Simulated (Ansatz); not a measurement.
# N on Mo(110): change of the work function

Wanted: Δφ(θ) for N/Mo(110), starting from the hollow site.

Program: Ansatz 0.2.0. Level of theory: plane-wave DFT, PBE, Ansatz PAW. Results are calculated unless marked as measured.

Most raw output is cut from this account.

**1. Starting point**

The cell holds 4 atoms: 4 Mo. Its edges and angles: a = 2.728 Å, b = 2.728 Å, c = 24.682 Å, α = 90.0°, β = 90.0°, γ = 70.5°. Vacuum lies along c.

Structure file:

```cif
data_structure
_symmetry_space_group_name_H-M 'P 1'
_symmetry_Int_Tables_number 1
_cell_length_a 2.7280
_cell_length_b 2.7280
_cell_length_c 24.6822
_cell_angle_alpha 90.000
_cell_angle_beta 90.000
_cell_angle_gamma 70.529
_cell_volume 173.18
loop_
_atom_site_label
_atom_site_type_symbol
_atom_site_fract_x
_atom_site_fract_y
_atom_site_fract_z
_atom_site_occupancy
Mo1 Mo 0.00000 0.00000 0.36464 1
Mo2 Mo 0.50000 0.50000 0.45488 1
Mo3 Mo 0.00000 0.00000 0.54512 1
Mo4 Mo 0.50000 0.50000 0.63536 1
```

**2. The clean slab**

The bare slab comes first, as the zero from which every change is counted. The two lowest layers are held at bulk places and the upper ones relax. The dipole correction removes the false field that a one-sided slab makes across the periodic vacuum, so each face gets a flat vacuum level of its own.

input.yaml

```yaml
crystal:
  lattice:
    - [2.2273863607, -1.575, 0.0]
    - [2.2273863607, 1.575, 0.0]
    - [0.0, 0.0, 24.6821590822]
  atoms:
    - { symbol: Mo, position: [0.0, 0.0, 0.3646358477] }
    - { symbol: Mo, position: [0.5, 0.5, 0.4548786159] }
    - { symbol: Mo, position: [0.0, 0.0, 0.5451213841] }
    - { symbol: Mo, position: [0.5, 0.5, 0.6353641523] }
kpoints:
  mp_grid: { grid: [12, 12, 1] }
hamiltonian:
  xc: pbe
scf:
  occupations: { method: fermi_dirac, width: 0.1 }
  convergence: { dr2_threshold: 1.0e-08 }
efield:
  axis: 3
  dipole_correction: true
  ramp_position: 0.97
  ramp_width: 0.06
relax:
  f_tol: 0.02
  max_steps: 60
  constraints: [{ sites: [0, 1] }]
output:
  write_potential: true
  write_density: true
  volumetric_format: npy
```

Run with:

```sh
ansatz run input.yaml --threads 4 --pin off --max-ram 6144MiB --backend cpu --events-out ev --progress --plain --runs-dir out
```

Wall time 20 s (4 threads of Intel Xeon Platinum 8259CL at 2.50GHz (Skylake/Cascade Lake), shared host); peak memory 0.66 GiB.

Step by step:

```csv
step,energy less that of the first step (eV),largest force component (eV/Å)
1,0.0000,0.6071
2,0.0156,0.8030
3,-0.0210,0.1718
4,-0.0224,0.0062
```

Relaxation step 2 was tried and not accepted.

Forces are held to the 4 operations that the run works with; a distortion that breaks them can't arise in this run.

The atoms that moved most (Å):

```csv
atom,dx,dy,dz,length
Mo4,0.000,0.000,-0.059,0.059
Mo3,0.000,0.000,0.022,0.022
```

The relaxed structure:

```cif
data_structure
_symmetry_space_group_name_H-M 'P 1'
_symmetry_Int_Tables_number 1
_cell_length_a 2.7280
_cell_length_b 2.7280
_cell_length_c 24.6822
_cell_angle_alpha 90.000
_cell_angle_beta 90.000
_cell_angle_gamma 70.529
_cell_volume 173.18
loop_
_atom_site_label
_atom_site_type_symbol
_atom_site_fract_x
_atom_site_fract_y
_atom_site_fract_z
_atom_site_occupancy
Mo1 Mo 0.00000 0.00000 0.36464 1
Mo2 Mo 0.50000 0.50000 0.45488 1
Mo3 Mo 0.00000 0.00000 0.54602 1
Mo4 Mo 0.50000 0.50000 0.63297 1
```

Numbers from this step:

* energy at zero smearing: -19821.6053 eV
* work function, upper face: 4.598 eV
* work function, lower face: 4.696 eV
* dipole along the normal: 0.003789 e·Å
* step between the vacuum levels: -0.09771 eV

Running mean over 2.227 Å of the planar mean; the ramp of the sawtooth is left out. Table of electron's electrostatic potential energy less the Fermi level by z:

```csv
z (Å),electron's electrostatic potential energy less the Fermi level (eV)
4,4.69
5,4.68
6,4.55
7,3.21
8,-5.98
9,-12.4
10,-12.7
11,-12.9
12,-12.7
13,-12.8
14,-13.4
15,-13.3
16,-11.5
17,-1.49
18,3.99
19,4.54
20,4.59
21,4.60
```

The relaxation took 4 steps and lowered the energy by 0.022 eV; the largest force on the free atoms ends at 0.0062 eV/Å.

The work function of the upper face is 4.60 eV.

**3. Adsorbate added, k-mesh 6×6×1, coverage 0.25 ML**

System of this step: Mo16N (N/Mo(110)). The cell holds 17 atoms: 16 Mo and 1 N. Its edges and angles: a = 5.456 Å, b = 5.456 Å, c = 26.377 Å, α = 90.0°, β = 90.0°, γ = 70.5°. Vacuum lies along c.

The clean slab as it ended is repeated in the plane and the adsorbate is set on one face; the cell's size fixes the coverage, and the k-mesh shrinks with it to keep the sampling density about even. Adsorbate and upper layers relax, since the dipole depends on the height.

input.yaml

```yaml
crystal:
  lattice:
    - [4.4547727214, -3.15, 0.0]
    - [4.4547727214, 3.15, 0.0]
    - [0.0, 0.0, 26.3772172223]
  atoms:
    - { symbol: Mo, position: [0.0, 0.0, 0.3412035441] }
    - { symbol: Mo, position: [0.25, 0.25, 0.425647113] }
    - { symbol: Mo, position: [0.0, 0.0, 0.5109335837] }
    - { symbol: Mo, position: [0.25, 0.25, 0.5922974257] }
    - { symbol: Mo, position: [0.0, 0.5, 0.3412035441] }
    - { symbol: Mo, position: [0.25, 0.75, 0.425647113] }
    - { symbol: Mo, position: [0.0, 0.5, 0.5109335837] }
    - { symbol: Mo, position: [0.25, 0.75, 0.5922974257] }
    - { symbol: Mo, position: [0.5, 0.0, 0.3412035441] }
    - { symbol: Mo, position: [0.75, 0.25, 0.425647113] }
    - { symbol: Mo, position: [0.5, 0.0, 0.5109335837] }
    - { symbol: Mo, position: [0.75, 0.25, 0.5922974257] }
    - { symbol: Mo, position: [0.5, 0.5, 0.3412035441] }
    - { symbol: Mo, position: [0.75, 0.75, 0.425647113] }
    - { symbol: Mo, position: [0.5, 0.5, 0.5109335837] }
    - { symbol: Mo, position: [0.75, 0.75, 0.5922974257] }
    - { symbol: "N", position: [0.42, 0.42, 0.6587964559] }
kpoints:
  mp_grid: { grid: [6, 6, 1] }
hamiltonian:
  xc: pbe
scf:
  occupations: { method: fermi_dirac, width: 0.1 }
  convergence: { dr2_threshold: 1.0e-08 }
efield:
  axis: 3
  dipole_correction: true
  ramp_position: 0.97
  ramp_width: 0.06
relax:
  f_tol: 0.02
  max_steps: 60
  constraints: [{ sites: [0, 1, 4, 5, 8, 9, 12, 13] }]
output:
  dos: { projected: true, e_range: [-8, 4] }
  write_potential: true
  write_density: true
  volumetric_format: npy
  elf: true
```

Elapsed: 5 min, on 4 threads; peak memory 2.9 GiB; 19 min of CPU time.

This run has no spin polarisation although its electron count is odd.

Relaxation path:

```csv
step,energy less that of the first step (eV),largest force component (eV/Å)
1,0.0000,5.3881
2,-1.3126,4.3002
3,-2.1029,1.9036
4,-2.3886,0.5600
5,-2.3929,0.4789
6,-2.4242,0.4572
7,-2.4544,0.0735
8,-2.4558,0.0218
9,-2.4558,0.0203
10,-2.4559,0.0020
```

Forces are held to the 2 operations that the run works with; a distortion that breaks them can't arise in this run.

The atoms that moved most (Å):

```csv
atom,dx,dy,dz,length
N17,0.311,0.000,-0.596,0.673
Mo16,0.106,0.000,-0.018,0.108
Mo8,-0.004,0.003,0.087,0.087
Mo12,-0.004,-0.003,0.087,0.087
Mo4,-0.047,0.000,0.055,0.073
Mo3,0.017,0.000,-0.055,0.058
Mo11,0.003,0.003,0.030,0.030
Mo7,0.003,-0.003,0.030,0.030
```

The relaxed structure:

```xyz
17
Lattice="4.4548 -3.1500 0.0000 4.4548 3.1500 0.0000 0.0000 0.0000 26.3772" Properties=species:S:1:pos:R:3
Mo    0.0000    0.0000    9.0000
Mo    2.2274    0.0000   11.2274
Mo    0.0171    0.0000   13.4219
Mo    2.1801    0.0000   15.6781
Mo    2.2274    1.5750    9.0000
Mo    4.4548    1.5750   11.2274
Mo    2.2302    1.5724   13.5065
Mo    4.4509    1.5782   15.7098
Mo    2.2274   -1.5750    9.0000
Mo    4.4548   -1.5750   11.2274
Mo    2.2302   -1.5724   13.5065
Mo    4.4509   -1.5782   15.7098
Mo    4.4548    0.0000    9.0000
Mo    6.6822    0.0000   11.2274
Mo    4.4544    0.0000   13.4693
Mo    6.7883    0.0000   15.6051
N     4.0529    0.0000   16.7808
```

Numbers from this step:

* energy at zero smearing: -79672.1947 eV
* work function, upper face: 4.924 eV
* work function, lower face: 4.620 eV
* dipole along the normal: -0.04703 e·Å
* step between the vacuum levels: 0.3032 eV

Running mean over 2.227 Å of the planar mean; the ramp of the sawtooth is left out. Table of electron's electrostatic potential energy less the Fermi level by z:

```csv
z (Å),electron's electrostatic potential energy less the Fermi level (eV)
4,4.62
5,4.61
6,4.48
7,3.14
8,-6.01
9,-12.4
10,-12.7
11,-12.8
12,-12.7
13,-12.7
14,-13.0
15,-13.0
16,-12.7
17,-3.08
18,3.75
19,4.86
20,4.92
21,4.92
22,4.92
23,4.92
```

The density of states has structure finer than the step of the table below, so its rows give means over 0.25 eV, whole bins alone (the curve runs from -8 to 1.53 eV). Peaks (eV: height): -2.920: 26.0, -2.860: 27.3, -2.710: 29.4, -2.290: 28.8, -1.800: 26.9, -1.560: 28.2, 1.380: 26.6.

Table of density of states by energy, zero at the Fermi level; means over each step:

```csv
energy (eV),density of states (states/eV a cell)
-7.00,0
-6.75,0.0596
-6.50,0.891
-6.25,0.960
-6.00,1.16
-5.75,1.53
-5.50,2.79
-5.25,7.81
-5.00,9.95
-4.75,17.8
-4.50,20.7
-4.25,17.8
-4.00,17.1
-3.75,22.4
-3.50,18.0
-3.25,19.5
-3.00,23.5
-2.75,23.8
-2.50,19.7
-2.25,21.2
-2.00,20.1
-1.75,23.7
-1.50,22.9
-1.25,19.4
-1.00,16.7
-0.75,14.0
-0.50,13.1
-0.25,11.5
0.00,11.9
0.25,16.5
0.50,19.1
0.75,19.8
1.00,22.7
1.25,24.8
```

Projected DOS per atom over height of the atomic layer and energy from the Fermi level. Layers: Mo4 Mo4 Mo4 Mo4 N from below.

Ten even steps from '0' (0.00 states/eV) to '9' (2.39 states/eV), each cell a mean:
```
56661
55550
63340
42230
42231
52241
73352
64551
54551
66551
47741
45541
56531
26535
14449
01126
00001
00000
00000
00000
00000
00000
```
Columns: height of the atomic layer (Å) from 9 to 16.8 (not evenly spaced); rows upwards: energy from the Fermi level (eV) from -7.96 to 1.45.

Valence density in the ca plane at fractional y = 0.000, with atoms of Mo within 0.2 Å of it. It is the smooth field of the valence electrons, not physical close to the nuclei.

Ten steps, logarithmic in the rise over the least value, from '0' (0.0 e/Å³) to '9' (6.5 e/Å³), each cell a mean:
```
79997433333469997433333210000000000000000000
57875333333357875433333210000000000000000000
35554333333334554333443210000000000000000000
34443333433333443334443210000000000000000000
35554333333334554334443210000000000000000000
57875433333347886433333210000000000000000000
79997433333368998533332210000000000000000000
79997433333469998543332210000000000000000000
68986433333358997533333210000000000000000000
46764333333345665433433210000000000000000000
34443333433334443333443210000000000000000000
34443333433334443333443210000000000000000000
46764333333346765333343210000000000000000000
68986433333468997433333210000000000000000000
79997433333479998533333210000000000000000000
```
Columns run along c (16.0 Å, from fractional 0.31 to 0.92 of the cell), rows up along a (5.5 Å). Atoms in or near the plane, at fractional coordinates: Mo at (0.34, 0.00), Mo at (0.51, 0.00), Mo at (0.34, 0.50), Mo at (0.51, 0.50).

Electrostatic potential energy in the ca plane at fractional y = 0.000, with atoms of Mo within 0.2 Å of it. With pseudopotentials it is smooth inside the atoms' cores, unlike the true potential.

Ten even steps from '0' (-69 eV) to '9' (9 eV), each cell a mean:
```
40004899999851004899999999999999999999999999
74347899999974346899999999999999999999999999
87778999899998778999889999999999999999999999
98889999899999889999889999999999999999999999
87778999899998778999889999999999999999999999
64247899999975335899999999999999999999999999
40004899999862002799999999999999999999999999
30004899999861002799999999999999999999999999
52025899999973114799999999999999999999999999
86568999999987557899999999999999999999999999
98889999899998889999889999999999999999999999
98889999899998889999889999999999999999999999
86568999999986557999999999999999999999999999
52025899999862015899999999999999999999999999
30004899999840003799999999999999999999999999
```
Columns run along c (16.0 Å, from fractional 0.31 to 0.92 of the cell; values clipped at the 3rd and 97th percentile), rows up along a (5.5 Å). Atoms in or near the plane, at fractional coordinates: Mo at (0.34, 0.00), Mo at (0.51, 0.00), Mo at (0.34, 0.50), Mo at (0.51, 0.50).

ELF in the ca plane at fractional y = 0.000, with atoms of Mo within 0.2 Å of it. It is the smooth field of the valence electrons, not physical close to the nuclei.

Values, 8 rows by 16 columns, each cell a mean:
```
0.59 0.50 0.37 0.35 0.40 0.64 0.32 0.36 0.43 0.23 0.03 0.00 0.00 0.00 0.00 0.00
0.34 0.31 0.36 0.34 0.35 0.31 0.39 0.36 0.40 0.19 0.02 0.00 0.00 0.00 0.00 0.00
0.38 0.33 0.35 0.33 0.32 0.40 0.33 0.31 0.36 0.14 0.01 0.00 0.00 0.00 0.00 0.00
0.61 0.53 0.37 0.37 0.42 0.62 0.37 0.34 0.37 0.13 0.01 0.00 0.00 0.00 0.00 0.00
0.59 0.50 0.36 0.35 0.38 0.65 0.35 0.34 0.40 0.17 0.02 0.00 0.00 0.00 0.00 0.00
0.34 0.31 0.36 0.33 0.36 0.32 0.39 0.34 0.41 0.21 0.03 0.00 0.00 0.00 0.00 0.00
0.38 0.33 0.35 0.33 0.32 0.41 0.36 0.36 0.43 0.23 0.03 0.00 0.00 0.00 0.00 0.00
0.61 0.53 0.38 0.37 0.46 0.61 0.35 0.38 0.45 0.24 0.04 0.00 0.00 0.00 0.00 0.00
```
Columns run along c (16.0 Å, from fractional 0.31 to 0.92 of the cell), rows up along a (5.5 Å). Atoms in or near the plane, at fractional coordinates: Mo at (0.34, 0.00), Mo at (0.51, 0.00), Mo at (0.34, 0.50), Mo at (0.51, 0.50).

The relaxation took 10 steps and lowered the energy by 2.5 eV; the largest force on the free atoms ends at 0.0020 eV/Å.

By hand: a sheet of dipoles makes a step −p/(ε₀A) in the electron's potential. With e/ε₀ = 180.95 V·Å, p = -0.04703 e·Å and A = 28.07 Å², that is −180.95 × (-0.04703) / 28.07 = +0.303 eV, and the two vacuum levels of the run differ by +0.303 eV.

The covered face has 4.92 eV, +0.33 eV against the clean one; the bare back face has moved by -0.08 eV, a measure of how thin the slab is.

**4. Adsorbate added, k-mesh 12×12×1, coverage 1 ML**

System of this step: Mo4N (N/Mo(110)). The cell holds 5 atoms: 4 Mo and 1 N. Its edges and angles: a = 2.728 Å, b = 2.728 Å, c = 26.377 Å, α = 90.0°, β = 90.0°, γ = 70.5°. Vacuum lies along c.

Another coverage, to see how the dipoles act on each other as their distance changes.

input.yaml, the sections that differ from step 3:

```yaml
crystal:
  lattice:
    - [2.2273863607, -1.575, 0.0]
    - [2.2273863607, 1.575, 0.0]
    - [0.0, 0.0, 26.3772172223]
  atoms:
    - { symbol: Mo, position: [0.0, 0.0, 0.3412035441] }
    - { symbol: Mo, position: [0.5, 0.5, 0.425647113] }
    - { symbol: Mo, position: [0.0, 0.0, 0.5109335837] }
    - { symbol: Mo, position: [0.5, 0.5, 0.5922974257] }
    - { symbol: "N", position: [0.84, 0.84, 0.6587964559] }
kpoints:
  mp_grid: { grid: [12, 12, 1] }
relax:
  f_tol: 0.02
  max_steps: 60
  constraints: [{ sites: [0, 1] }]
output:
  write_potential: true
  write_density: true
  volumetric_format: npy
# hamiltonian, scf, efield: as in step 3
```

It took 35 s on 4 threads; peak memory 0.66 GiB; 2.3 min of CPU time.

Relaxation path:

```csv
step,energy less that of the first step (eV),largest force component (eV/Å)
1,0.0000,4.7013
2,-1.6604,4.0690
3,-2.2762,1.7327
4,-2.4297,0.8268
5,-2.4791,0.2450
6,-2.4890,0.0133
```

Forces are held to the 2 operations that the run works with; a distortion that breaks them can't arise in this run.

The atoms that moved most (Å):

```csv
atom,dx,dy,dz,length
N5,0.305,0.000,-0.549,0.628
Mo4,0.104,0.000,0.185,0.212
Mo3,0.009,0.000,-0.010,0.013
```

Final coordinates:

```
Mo N
1.0
     2.22739   -1.57500    0.00000
     2.22739    1.57500    0.00000
     0.00000    0.00000   26.37722
Mo N
4 1
Direct
  0.00000 0.00000 0.34120
  0.50000 0.50000 0.42565
  0.00194 0.00194 0.51057
  0.52336 0.52336 0.59931
  0.90855 0.90855 0.63800
```

Numbers from this step:

| Property | Result |
| --- | --- |
| energy at zero smearing | -20206.2398 eV |
| work function, upper face | 6.399 eV |
| work function, lower face | 4.581 eV |
| dipole along the normal | -0.07051 e·Å |
| step between the vacuum levels | 1.818 eV |

Running mean over 2.227 Å of the planar mean; the ramp of the sawtooth is left out. Electron's electrostatic potential energy less the Fermi level against z:

```csv
z (Å),electron's electrostatic potential energy less the Fermi level (eV)
4,4.58
5,4.57
6,4.45
7,3.12
8,-5.99
9,-12.4
10,-12.6
11,-12.8
12,-12.6
13,-12.6
14,-12.1
15,-12.0
16,-15.6
17,-7.18
18,3.34
19,6.30
20,6.40
21,6.40
22,6.40
23,6.40
```

The relaxation took 6 steps and lowered the energy by 2.5 eV; the largest force on the free atoms ends at 0.013 eV/Å.

The covered face has 6.40 eV, +1.80 eV against the clean one; the bare back face has moved by -0.11 eV, a measure of how thin the slab is.

**5. Work function against coverage**

This step: plane-wave DFT, PBE, Ansatz PAW; work function against coverage (Ansatz 0.2.0).

The runs are now put side by side.

This step gave:

| Item | Value |
| --- | --- |
| work function of the clean face | 4.598 eV |
| largest change of the work function | 1.801 eV |

The work function of the covered face by coverage:

```csv
coverage (adsorbates/nm²),work function of the covered face (eV)
0.00,4.60
3.56,4.92
14.25,6.40
```

The dipole per adsorbate comes from the change of the cell's dipole. Coverage, by row:

```csv
coverage (1/nm²),coverage (ML),work function (eV),change (eV),"dipole per adsorbate, positive end outwards (debye)",mean height of the added atoms over the highest substrate atom (Å)
3.563,0.25,4.924,0.3254,-0.299,1.071
14.25,1,6.399,1.801,-0.357,1.02
```

**6. Results**

```json
{
 "work function of the clean face": "4.60 eV",
 "work function at 0.25 ML": "4.92 eV",
 "work function at 1 ML": "6.40 eV",
 "dipole per adsorbate at 0.25 ML, positive end outwards": "-0.30 D"
}
```

In words: N raises the work function of Mo(110) at the lowest coverage, by 0.33 eV: the adsorbate layer has its negative end outwards. The slab has 4 layers, at the tabulated experimental lattice constant, one starting site was run, and quantum-size effects of a slab this thin can reach one or two tenths of an eV.

[Logs are printed without paths, hosts, clocks, repeated set-up lines and the standing remarks that a program may print on its own settings, such as how far it seeks lower states.]

[Hosts, paths, dates, database ids (printed as entryN), source tags and the programs' standing remarks are cut or masked in the printed files.]

[Maps of the electrostatic potential energy from Ansatz leave out the sawtooth potential of an applied field or a dipole correction, so their vacuum need not be flat; planar profiles and work functions include it.]

[The density of states shown here was stored with 400 of the rows of the run's finer table, so its peaks can read low, often by over a quarter, or be missed, and its means over a window can be off by a tenth or more.]
